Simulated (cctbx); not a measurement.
# Interatomic vectors of PrGdGaBRu4

Space group Pmn2_1 (no. 31), a = 6.8700 Å, b = 7.3090 Å, c = 5.4600 Å, α = 90.00°, β = 90.00°, γ = 90.00°, content Gd2 Pr2 Ru8 Ga2 B2.

Simulated single-crystal data (cctbx): Mo Kα, λ = 0.71073 Å, to d = 0.75 Å, 95 % of the full sphere, strongest reflection 5000 counts, noise from counting, a 4 % proportional error and a noise floor of 8 counts (s.d.); no absorption.

Patterson synthesis from sharpened amplitudes, origin scaled to 1000:

```text
Patterson group P m m m
      u       v       w   height  length (A)
  0.000   0.000   0.000   1000.0     0.00
  0.000   0.500   0.237    306.1     3.88
  0.500   0.443   0.500    236.6     5.45
  0.204   0.158   0.500    201.4     3.28
  0.404   0.000   0.000    182.6     2.78
  0.500   0.126   0.500    182.0     4.48
  0.294   0.283   0.000    171.6     2.89
  0.206   0.344   0.252    158.9     3.20
  0.291   0.215   0.249    155.2     2.88
  0.500   0.424   0.000    145.0     4.63
  0.500   0.064   0.282    122.7     3.79
  0.411   0.500   0.296     96.8     4.89
  0.000   0.147   0.500     94.6     2.93
  0.500   0.383   0.200     93.7     4.56
```

**Question.** Which atom pairs make the peaks, and where is the heaviest atom?

A peak at u stands for all pairs with xi − xj = u, with weight Σ ZiZj against Σ Z² = 32614 at the origin. Peak heights follow these weights only roughly, since form factors, motion and series ripples differ, all vectors within 0.55 Å of a peak are counted as merged into it though the farther ones add only part of their weight, and F(000) is left out, which lowers the whole map:

| u | v | w | shortest length (Å) | height | 1000 ΣZiZj/ΣZ² | pairs in the cell |
| --- | --- | --- | --- | --- | --- | --- |
| 0.000 | 0.500 | 0.237 | 3.88 | 306 | 479 | 4 × Ru–Ru, 2 × Gd–Pr, 2 × Ga–B |
| 0.500 | 0.443 | 0.500 | 5.45 | 237 | 232 | 1 × Gd–Gd, 1 × Pr–Pr |
| 0.204 | 0.158 | 0.500 | 3.28 | 201 | 332 | 2 × Gd–Ru, 2 × Pr–Ru |
| 0.404 | 0.000 | 0.000 | 2.78 | 183 | 237 | 4 × Ru–Ru |
| 0.500 | 0.126 | 0.500 | 4.48 | 182 | 237 | 4 × Ru–Ru |
| 0.294 | 0.283 | 0.000 | 2.89 | 172 | 332 | 2 × Gd–Ru, 2 × Pr–Ru |
| 0.206 | 0.344 | 0.252 | 3.20 | 159 | 166 | 1 × Gd–Ru, 1 × Pr–Ru |
| 0.291 | 0.215 | 0.249 | 2.88 | 155 | 166 | 1 × Gd–Ru, 1 × Pr–Ru |
| 0.500 | 0.424 | 0.000 | 4.63 | 145 | 132 | 2 × Pr–Ga, 2 × Gd–B |
| 0.500 | 0.064 | 0.282 | 3.79 | 123 | 186 | 1 × Gd–Pr, 1 × Gd–Ga, 1 × Pr–B |

The table stops at ten peaks or at a height of 45, below which ripples compete. In the model behind the data Gd, the heaviest element, has 1 independent site: (1/2, 0.7244, 0.8600), up to an allowed shift of origin; the Gd–Gd vectors are differences of these positions and their symmetry mates. Elements of similar Z can't be told apart from the map alone. The whole model:

```csv
atom,mult.,x,y,z,Ueq (Å²)
Gd1,2,1/2,0.7244,0.8600,0.0035
Pr1,2,1/2,0.2186,0.6513,0.0028
Ru1,4,0.8052,0.9386,0.5987,0.0030
Ru2,4,0.2108,0.4325,0.8964,0.0030
Ga1,2,1/2,0.3700,0.1542,0.0039
B1,2,1/2,0.8677,0.3694,0.0063
```

This is a model crystal, built by substitution and not relaxed, with assumed displacement parameters.

[Logs are printed without paths, hosts, clocks, repeated set-up lines and the standing remarks that a program may print on its own settings, such as how far it seeks lower states.]
